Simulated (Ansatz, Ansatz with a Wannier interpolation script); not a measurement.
Records of electronic-structure calculations. Some values are withheld and marked by numbers in brackets.

```json
{"subject": "From a coarse GW mesh to bands everywhere: SiC (Moissanite)", "lattice_ang": [[3.076, 0.0, 0.0], [-1.538, 2.6639, 0.0], [0.0, 0.0, 5.048]], "atoms": [["Si", 0.3333, 0.6667, 0.0], ["Si", 0.6667, 0.3333, 0.5], ["C", 0.3333, 0.6667, 0.385], ["C", 0.6667, 0.3333, 0.885]], "method": "DFT, LDA, plane waves, PAW (and 3 further levels or steps)", "program": "Ansatz 0.2.0 and Ansatz with a Wannier interpolation script 0.2.0", "settings_of_one_run": "cutoff 420 eV, 9×9×4 k-mesh, smearing width 0.02 eV, default PAW", "notes": "The program’s warnings: pseudo functional mismatch. The cell and positions come from the Crystallography Open Database and are kept as given unless a step says otherwise. Bands and cutoff are finite, so the gap is not at the basis limit. The miss can reach some tenths of an eV and take either sign; the mesh is an error of its own. Above the frozen window of the model the interpolated levels need not meet the computed ones, even at points of the mesh.", "results": {"lda_gap": "2.21 eV", "g0w0_gap_over_the_zone": "[1]", "least_direct_g0w0_gap_in_the_model": "5.10 eV", "gw_settings": "9×9×4 mesh, 190 empty bands, screening to 160 eV", "known_limits": "not at the basis limit"}}
```

**Question.** What are the withheld values?

[1] G0W0 gap over the zone (SiC (Moissanite)): 3.13 eV, indirect. The G0W0 gap over the zone is 3.13 eV, indirect, from Γ to K; on the mesh alone it is 3.13 eV, nearly the same.

[Paths, hosts, dates, memory and timing lines, banners, echoed tables and standing remarks are left out of the program output.]

[Logs are printed without paths, hosts, clocks, repeated set-up lines and the standing remarks that a program may print on its own settings, such as how far it seeks lower states.]

[Runs of the session that timed out or met a known fault of the program may be left out.]

[Hosts, paths, dates, database ids (printed as entryN), source tags and the programs' standing remarks are cut or masked in the printed files.]
